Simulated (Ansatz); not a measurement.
# F on Ir(111): change of the work function, part 2 of 3

Aim: the work function of Ir(111) at several coverages of F (fcc site), and the dipole that each adsorbate carries.

Ansatz 0.2.0; plane-wave DFT, PBE, Ansatz PAW.

So far, work function, upper face (eV): step 2 (the clean slab) 5.49.

## (3) Adsorbate added, k-mesh 6×6×1, coverage 0.25 ML

System of this step: Ir16F (F/Ir(111)). The cell holds 17 atoms: 16 Ir and 1 F. Its edges and angles: a = 5.431 Å, b = 5.431 Å, c = 25.940 Å, α = 90.0°, β = 90.0°, γ = 60.0°. Vacuum lies along c.

The clean slab as it ended is repeated in the plane and the adsorbate is set on one face; the cell's size fixes the coverage, and the k-mesh shrinks with it to keep the sampling density about even. Adsorbate and upper layers relax, since the dipole depends on the height.

Contents of input.yaml:

```yaml
crystal:
  lattice:
    - [5.4305800796, 0.0, 0.0]
    - [2.7152900398, 4.7030203062, 0.0]
    - [0.0, 0.0, 25.9397185347]
  atoms:
    - { symbol: Ir, position: [0.0, 0.0, 0.3469582751] }
    - { symbol: Ir, position: [0.1666666667, 0.1666666667, 0.4324266286] }
    - { symbol: Ir, position: [0.3333333333, 0.3333333333, 0.5177954863] }
    - { symbol: Ir, position: [0.0, 0.0, 0.6027545313] }
    - { symbol: Ir, position: [0.0, 0.5, 0.3469582751] }
    - { symbol: Ir, position: [0.1666666667, 0.6666666667, 0.4324266286] }
    - { symbol: Ir, position: [0.3333333333, 0.8333333333, 0.5177954863] }
    - { symbol: Ir, position: [0.0, 0.5, 0.6027545313] }
    - { symbol: Ir, position: [0.5, 0.0, 0.3469582751] }
    - { symbol: Ir, position: [0.6666666667, 0.1666666667, 0.4324266286] }
    - { symbol: Ir, position: [0.8333333333, 0.3333333333, 0.5177954863] }
    - { symbol: Ir, position: [0.5, 0.0, 0.6027545313] }
    - { symbol: Ir, position: [0.5, 0.5, 0.3469582751] }
    - { symbol: Ir, position: [0.6666666667, 0.6666666667, 0.4324266286] }
    - { symbol: Ir, position: [0.8333333333, 0.8333333333, 0.5177954863] }
    - { symbol: Ir, position: [0.5, 0.5, 0.6027545313] }
    - { symbol: F, position: [0.1666666667, 0.1666666667, 0.6530417249] }
kpoints:
  mp_grid: { grid: [6, 6, 1] }
hamiltonian:
  xc: pbe
scf:
  occupations: { method: fermi_dirac, width: 0.1 }
  convergence: { dr2_threshold: 1.0e-08 }
efield:
  axis: 3
  dipole_correction: true
  ramp_position: 0.97
  ramp_width: 0.06
relax:
  f_tol: 0.02
  max_steps: 60
  constraints: [{ sites: [0, 1, 4, 5, 8, 9, 12, 13] }]
output:
  dos: { projected: true, e_range: [-8, 4] }
  write_potential: true
  write_density: true
  volumetric_format: npy
  elf: true
```

Command:

```bash
$ ansatz run input.yaml --threads 4 --pin off --max-ram 6144MiB --backend cpu --events-out ev --progress --plain --runs-dir out
```

Numbers of over 12 decimals in the logs are rounded to 6 here.

The program printed:

```text
[...]
Crystal: 17 atoms, lattice volume = 662.504 Å³
Basis set: ecut = 420 eV, 12897 PW (Γ), exchange–correlation on 80×80×360 points (8 copies of the dense FFT grid, shifted against one another)
Bands: 168, of which v1, the nominal top of the filled ones, is band 140 counted from 1 (139 counted from 0)
Symmetry: 6 space group operations
[...]
k-points: 7 of 36 (time reversal used)
[...]
SCF iter   1: F=—  HF=-191764.589268 eV  |F-HF|=—  |Δ(HF+E_count)|=         —  Δρ=7.64e-3  dr2=2.29e0  ethr=1.77e-3  p=0.088 e·Å  D=2.40e-2 V/Å  ΔV_dip=-0.62 eV  dr2_dipole=4.97e-2  V_vac-E_F(+/−)=4.58/5.20 eV  ⟨swp⟩=7.6  Hψ=5091  notcnv=0  defer=15
[...]
SCF iter  10: F=-191764.521416 eV  HF=-191764.521416 eV  |F-HF|=5.92e-8  |Δ(HF+E_count)|=   4.03e-8  Δρ=7.00e-7  dr2=6.03e-9  ethr=3.58e-12  p=0.062 e·Å  D=1.69e-2 V/Å  ΔV_dip=-0.44 eV  dr2_dipole=6.23e-10  V_vac-E_F(+/−)=5.06/5.50 eV  ⟨swp⟩=17.1  Hψ=9604  notcnv=0
SCF 1 converged in 10 iterations: F = -191764.521416 eV  dr2 = 6.03e-9
[...]
relax step   1: F+E_penalty+E_count = -191764.52141571 eV  Δ(F+E_penalty+E_count) = +0.000e0 eV  max|allowed force component| = 5.077e0 eV/Å  Δτ_max = 0.0000 Å  (10 SCF iters, accepted)
[...]
SCF iter  11: F=-191765.332341 eV  HF=-191765.332341 eV  |F-HF|=2.68e-8  |Δ(HF+E_count)|=   2.28e-8  Δρ=4.21e-7  dr2=2.56e-9  ethr=3.58e-12  p=0.002 e·Å  D=5.33e-4 V/Å  ΔV_dip=-0.01 eV  dr2_dipole=1.99e-10  V_vac-E_F(+/−)=5.50/5.52 eV  ⟨swp⟩=16.4  Hψ=8878  notcnv=0
SCF 2 converged in 11 iterations: F = -191765.332341 eV  dr2 = 2.56e-9
relax step   2: F+E_penalty+E_count = -191765.33234083 eV  Δ(F+E_penalty+E_count) = -8.109e-1 eV  max|allowed force component| = 2.057e0 eV/Å  Δτ_max = 0.1961 Å  (11 SCF iters, accepted)
[...]
SCF iter  10: F=-191765.592898 eV  HF=-191765.592898 eV  |F-HF|=5.05e-8  |Δ(HF+E_count)|=   6.05e-8  Δρ=6.23e-7  dr2=3.60e-9  ethr=3.58e-12  p=-0.062 e·Å  D=-1.70e-2 V/Å  ΔV_dip=0.44 eV  dr2_dipole=1.67e-11  V_vac-E_F(+/−)=5.97/5.53 eV  ⟨swp⟩=16.3  Hψ=8930  notcnv=0
SCF 3 converged in 10 iterations: F = -191765.592898 eV  dr2 = 3.60e-9
relax step   3: F+E_penalty+E_count = -191765.59289780 eV  Δ(F+E_penalty+E_count) = -2.606e-1 eV  max|allowed force component| = 3.460e-1 eV/Å  Δτ_max = 0.1876 Å  (10 SCF iters, accepted)
[...]
relax step   4: F+E_penalty+E_count = -191765.60680110 eV  Δ(F+E_penalty+E_count) = -1.390e-2 eV  max|allowed force component| = 1.121e-1 eV/Å  Δτ_max = 0.0413 Å  (9 SCF iters, accepted)
[...]
relax step   5: F+E_penalty+E_count = -191765.60773110 eV  Δ(F+E_penalty+E_count) = -9.300e-4 eV  max|allowed force component| = 2.453e-2 eV/Å  Δτ_max = 0.0157 Å  (8 SCF iters, accepted)
SCF iter   1: F=—  HF=-191765.607224 eV  |F-HF|=—  |Δ(HF+E_count)|=         —  Δρ=1.94e-4  dr2=1.14e-3  ethr=3.65e-6  p=-0.084 e·Å  D=-2.30e-2 V/Å  ΔV_dip=0.60 eV  dr2_dipole=4.30e-4  V_vac-E_F(+/−)=6.12/5.53 eV  ⟨swp⟩=2.0  Hψ=1827  notcnv=0
[...]
SCF iter   6: F=-191765.607831 eV  HF=-191765.607831 eV  |F-HF|=4.60e-8  |Δ(HF+E_count)|=   7.98e-8  Δρ=8.11e-7  dr2=5.84e-9  ethr=3.58e-12  p=-0.083 e·Å  D=-2.28e-2 V/Å  ΔV_dip=0.59 eV  dr2_dipole=2.37e-10  V_vac-E_F(+/−)=6.12/5.53 eV  ⟨swp⟩=11.0  Hψ=8906  notcnv=0
SCF 6 converged in 6 iterations: F = -191765.607831 eV  dr2 = 5.84e-9
relax step   6: F+E_penalty+E_count = -191765.60783118 eV  Δ(F+E_penalty+E_count) = -1.001e-4 eV  max|allowed force component| = 4.456e-4 eV/Å  Δτ_max = 0.0036 Å  (6 SCF iters, accepted)
NSCF: frozen V_eff on 7 k-points
[...]
SCF converged after 6 iterations
Free energy (F): -191765.607831 eV
[...]
Internal energy: -191765.043699 eV  (E = F + TS)
E sigma→0 (E₀):  -191765.325765 eV
Entropy (-TS):   -0.564132 eV (-33.184 meV/atom)
Fermi energy:    5.106447 eV
Dipole field:    D = -0.022785 V/Å  (p = -0.083422 e·Å, saw-weighted, corrected)
Work function:   Φ+ = 6.1171 eV   Φ− = 5.5261 eV
[...]
--- Forces (eV/Å), atoms counted from 1 ---
  atom   1  Ir    -0.02520211    -0.01455044     0.11941455
  atom   2  Ir    -0.00000000    -0.00000000    -0.12757315
  atom   3  Ir    -0.00009858    -0.00005692    -0.00006947
  atom   4  Ir     0.00019915     0.00011498    -0.00044560
  atom   5  Ir     0.00000000     0.02910089     0.11941455
  atom   6  Ir    -0.05161355     0.02979910    -0.10886441
  atom   7  Ir     0.00000000     0.00011383    -0.00006947
  atom   8  Ir    -0.00000000    -0.00022996    -0.00044560
  atom   9  Ir     0.02520211    -0.01455044     0.11941455
  atom  10  Ir    -0.00000000    -0.05959820    -0.10886441
  atom  11  Ir     0.00009858    -0.00005692    -0.00006947
  atom  12  Ir    -0.00019915     0.00011498    -0.00044560
  atom  13  Ir     0.00000000    -0.00000000     0.09776188
  atom  14  Ir     0.05161355     0.02979910    -0.10886441
  atom  15  Ir     0.00000000     0.00000000    -0.00019316
  atom  16  Ir    -0.00000000     0.00000000     0.00014550
  atom  17  F      0.00000000     0.00000000    -0.00024018
  max |Σ_I F_I| component: 6.09e-6 eV/Å
--- Band table (eV; the first three rows and the last of 7) ---
  k-point 0: bands = [... 136 lower, 5.7227, 5.7227, 5.8535, 5.8535, 6.0323, 6.0323, 6.0651, 6.2103, ... 24 higher]
  k-point 1: bands = [... 136 lower, 5.4202, 5.5355, 5.5556, 5.5909, 5.6149, 5.6877, 5.7493, 5.7867, ... 24 higher]
  k-point 2: bands = [... 136 lower, 4.6088, 4.6602, 4.8096, 4.9739, 5.1027, 5.1871, 5.2811, 5.3301, ... 24 higher]
  k-point 6: bands = [... 136 lower, 4.7630, 4.7916, 4.8333, 4.8699, 5.0379, 5.2001, 5.2003, 5.2190, ... 24 higher]
--- Relaxed structure (6 steps of the walk, 6 accepted, 0 SCFs on fresh bases) ---
  F+E_penalty+E_count = -191765.60783118 eV   max|allowed force component| = 4.456e-4 eV/Å
  atoms:
    - { symbol: Ir, position: [-1.795949010449182e-17, -1.7959490104491818e-17, 0.346958] }
    - { symbol: Ir, position: [0.166667, 0.166667, 0.432427] }
    - { symbol: Ir, position: [0.333248, 0.333248, 0.517192] }
    - { symbol: Ir, position: [-0.00133886, -0.00133886, 0.602939] }
    - { symbol: Ir, position: [2.7755575615628914e-17, 0.500000, 0.346958] }
    - { symbol: Ir, position: [0.166667, 0.666667, 0.432427] }
    - { symbol: Ir, position: [0.333248, 0.833505, 0.517192] }
    - { symbol: Ir, position: [-0.00133886, 0.502678, 0.602939] }
    - { symbol: Ir, position: [0.500000, -1.7959490104491818e-17, 0.346958] }
    - { symbol: Ir, position: [0.666667, 0.166667, 0.432427] }
    - { symbol: Ir, position: [0.833505, 0.333248, 0.517192] }
    - { symbol: Ir, position: [0.502678, -0.00133886, 0.602939] }
    - { symbol: Ir, position: [0.5, 0.500000, 0.346958] }
    - { symbol: Ir, position: [0.666667, 0.666667, 0.432427] }
    - { symbol: Ir, position: [0.833333, 0.833333, 0.521539] }
    - { symbol: Ir, position: [0.5, 0.500000, 0.601848] }
    - { symbol: F, position: [0.166667, 0.166667, 0.669612] }
```

The job ended after 63 s (4 threads of Intel Xeon 6975P-C (Granite Rapids), shared host; peak memory 2.7 GiB).

This run has no spin polarisation although its electron count is odd.

Step by step:

```tsv
step	energy less that of the first step (eV)	largest force component (eV/Å)
1	0.0000	5.0773
2	-0.8109	2.0571
3	-1.0715	0.3460
4	-1.0854	0.1121
5	-1.0863	0.0245
6	-1.0864	0.0004
```

The run keeps the 6 symmetry operations that it works with, so distortions that break them were not tested.

The atoms that moved most (Å):

```tsv
atom	dx	dy	dz	length
F17	0.000	0.000	0.430	0.430
Ir15	0.000	0.000	0.097	0.097
Ir16	0.000	0.000	-0.024	0.024
Ir11	0.001	0.000	-0.016	0.016
Ir7	0.000	0.001	-0.016	0.016
Ir3	-0.001	0.000	-0.016	0.016
Ir4	-0.011	-0.006	0.005	0.013
Ir8	0.000	0.013	0.005	0.013
```

The relaxed structure:

```xyz
17
Lattice="5.4306 0.0000 0.0000 2.7153 4.7030 0.0000 0.0000 0.0000 25.9397" Properties=species:S:1:pos:R:3
Ir    0.0000    0.0000    9.0000
Ir    1.3576    0.7838   11.2170
Ir    2.7146    1.5673   13.4158
Ir   -0.0109   -0.0063   15.6401
Ir    1.3576    2.3515    9.0000
Ir    2.7153    3.1353   11.2170
Ir    4.0729    3.9200   13.4158
Ir    1.3576    2.3641   15.6401
Ir    2.7153    0.0000    9.0000
Ir    4.0729    0.7838   11.2170
Ir    5.4313    1.5673   13.4158
Ir    2.7262   -0.0063   15.6401
Ir    4.0729    2.3515    9.0000
Ir    5.4306    3.1353   11.2170
Ir    6.7882    3.9192   13.5286
Ir    4.0729    2.3515   15.6118
F     1.3576    0.7838   17.3696
```

Numbers from this step:

* energy at zero smearing: -191765.3258 eV
* work function, upper face: 6.117 eV
* work function, lower face: 5.526 eV
* dipole along the normal: -0.08342 e·Å
* step between the vacuum levels: 0.5910 eV

Running mean over 2.217 Å of the planar mean; the ramp of the sawtooth is left out. Electron's electrostatic potential energy less the Fermi level against z:

```tsv
z (Å)	electron's electrostatic potential energy less the Fermi level (eV)
4	5.53
5	5.52
6	5.45
7	4.29
8	-5.47
9	-12.7
10	-13.3
11	-13.5
12	-13.5
13	-13.5
14	-13.7
15	-13.6
16	-12.1
17	-1.72
18	4.50
19	5.99
20	6.11
21	6.12
22	6.12
```

The density of states has structure finer than the step of the table below, so its rows give means over 0.5 eV, whole bins alone (the curve runs from -8 to 1.98 eV). Peaks (eV: height): -4.33: 46.6, -3.49: 38.7, -3.40: 44.7, -3.28: 38.3, -3.13: 38.3, -2.05: 37.4, 0.33: 47.1.

Table of density of states by energy, zero at the Fermi level; means over each step:

```tsv
energy (eV)	density of states (states/eV a cell)
-7.5	9.91
-7.0	13.9
-6.5	19.1
-6.0	16.6
-5.5	17.1
-5.0	19.5
-4.5	18.2
-4.0	21.9
-3.5	26.7
-3.0	26.1
-2.5	14.9
-2.0	22.2
-1.5	13.8
-1.0	20.2
-0.5	19.8
0.0	15.0
0.5	23.9
1.0	19.6
1.5	6.73
```

Projected DOS per atom over height of the atomic layer and energy from the Fermi level. Layers: Ir4 Ir4 Ir4 Ir4 F from below.

Ten even steps from '_' (0.06 states/eV) to '@' (3.66 states/eV), each cell a mean:
```
__________
......::__
::====--__
--------__
--....--__
--::::--__
==::::==__
--..::--__
==::::--__
--....--__
==::::--__
++======..
--====--__
::----::..
::::--..++
::::::::@@
::::::::--
::::::....
::----::..
..----..__
__::::..__
____..____
```
Columns: height of the atomic layer (Å) from 9 to 17.4 (not evenly spaced); rows upwards: energy from the Fermi level (eV) from -7.96 to 1.95.

ELF in the ca plane at fractional y = 0.167, with atoms of Ir and F within 0.2 Å of it. It is the smooth field of the valence electrons, not physical close to the nuclei.

Values, 8 rows by 16 columns, each cell a mean:
```
0.41 0.31 0.29 0.30 0.35 0.37 0.32 0.42 0.17 0.11 0.02 0.00 0.00 0.00 0.00 0.00
0.31 0.29 0.43 0.41 0.31 0.30 0.26 0.32 0.24 0.03 0.00 0.00 0.00 0.00 0.00 0.00
0.33 0.29 0.54 0.51 0.29 0.26 0.19 0.34 0.28 0.06 0.00 0.00 0.00 0.00 0.00 0.00
0.32 0.29 0.45 0.42 0.30 0.28 0.25 0.33 0.25 0.03 0.00 0.00 0.00 0.00 0.00 0.00
0.41 0.31 0.29 0.30 0.35 0.37 0.32 0.42 0.17 0.10 0.02 0.00 0.00 0.00 0.00 0.00
0.31 0.29 0.43 0.41 0.31 0.30 0.25 0.29 0.38 0.64 0.15 0.00 0.00 0.00 0.00 0.00
0.33 0.29 0.54 0.52 0.29 0.26 0.19 0.24 0.55 0.73 0.26 0.01 0.00 0.00 0.00 0.00
0.32 0.29 0.45 0.42 0.30 0.29 0.25 0.29 0.40 0.66 0.16 0.01 0.00 0.00 0.00 0.00
```
Columns run along c (16.0 Å, from fractional 0.33 to 0.94 of the cell), rows up along a (5.4 Å). Atoms in or near the plane, at fractional coordinates: Ir at (0.43, 0.17), Ir at (0.43, 0.67), F at (0.67, 0.17).

Valence density in the ca plane at fractional y = 0.167, with atoms of Ir and F within 0.2 Å of it. It is the smooth field of the valence electrons, not physical close to the nuclei.

Values in units of 1e0 e/Å³, 8 rows by 16 columns, each cell a mean:
```
1.5 0.7 0.4 0.4 0.9 1.4 0.6 1.6 0.2 0.0 0.0 0.0 0.0 0.0 0.0 0.0
0.7 0.5 2.2 1.8 0.5 0.7 0.4 0.7 0.2 0.0 0.0 0.0 0.0 0.0 0.0 0.0
0.3 0.4 5.8 4.8 0.4 0.3 0.2 0.3 0.1 0.0 0.0 0.0 0.0 0.0 0.0 0.0
0.7 0.5 2.5 2.1 0.5 0.6 0.4 0.7 0.2 0.0 0.0 0.0 0.0 0.0 0.0 0.0
1.5 0.7 0.4 0.4 0.9 1.4 0.6 1.6 0.2 0.0 0.0 0.0 0.0 0.0 0.0 0.0
0.7 0.5 2.2 1.8 0.6 0.7 0.4 0.7 0.7 1.0 0.0 0.0 0.0 0.0 0.0 0.0
0.3 0.4 5.8 4.8 0.4 0.3 0.2 0.3 3.1 5.5 0.1 0.0 0.0 0.0 0.0 0.0
0.7 0.5 2.5 2.1 0.5 0.6 0.4 0.7 0.9 1.3 0.0 0.0 0.0 0.0 0.0 0.0
```
Columns run along c (16.0 Å, from fractional 0.33 to 0.94 of the cell), rows up along a (5.4 Å). Atoms in or near the plane, at fractional coordinates: Ir at (0.43, 0.17), Ir at (0.43, 0.67), F at (0.67, 0.17).

Electrostatic potential energy in the ca plane at fractional y = 0.167, with atoms of Ir and F within 0.2 Å of it. With pseudopotentials it is smooth inside the atoms' cores, unlike the true potential.

Ten even steps from '0' (-46 eV) to '9' (11 eV), each cell a mean:
```
63368888888863357864357999999999999999999999
64468887788864357874358999999999999999999999
86678852247876678887678999999999999999999999
98888610005888889988889999999999999999999999
99898500004888899998899999999999999999999999
88888610015888889988889999999999999999999999
76678863358876678876578999999999999999999999
63368888888863357864357999999999999999999999
64468887788864357874358999999999999999999999
86678852247876678887678988999999999999999999
98888610005888889998888622699999999999999999
99898500004888899998888401499999999999999999
88888610015888889988888633799999999999999999
76678863358876678876678989999999999999999999
```
Columns run along c (16.0 Å, from fractional 0.33 to 0.94 of the cell; values clipped at the 3rd and 97th percentile), rows up along a (5.4 Å). Atoms in or near the plane, at fractional coordinates: Ir at (0.43, 0.17), Ir at (0.43, 0.67), F at (0.67, 0.17).

The relaxation took 6 steps and lowered the energy by 1.1 eV; the largest force on the free atoms ends at 4.5e-4 eV/Å.

By hand: a sheet of dipoles makes a step −p/(ε₀A) in the electron's potential. With e/ε₀ = 180.95 V·Å, p = -0.08342 e·Å and A = 25.54 Å², that is −180.95 × (-0.08342) / 25.54 = +0.591 eV, and the two vacuum levels of the run differ by +0.591 eV.

The covered face has 6.12 eV, +0.63 eV against the clean one; the bare back face has moved by +0.03 eV, a measure of how thin the slab is.

[end of part 2 of 3]

[Logs are printed without paths, hosts, clocks, repeated set-up lines and the standing remarks that a program may print on its own settings, such as how far it seeks lower states.]

[Hosts, paths, dates, database ids (printed as entryN), source tags and the programs' standing remarks are cut or masked in the printed files.]

[Maps of the electrostatic potential energy from Ansatz leave out the sawtooth potential of an applied field or a dipole correction, so their vacuum need not be flat; planar profiles and work functions include it.]

[The density of states shown here was stored with 400 of the rows of the run's finer table, so its peaks can read low, often by over a quarter, or be missed, and its means over a window can be off by a tenth or more.]
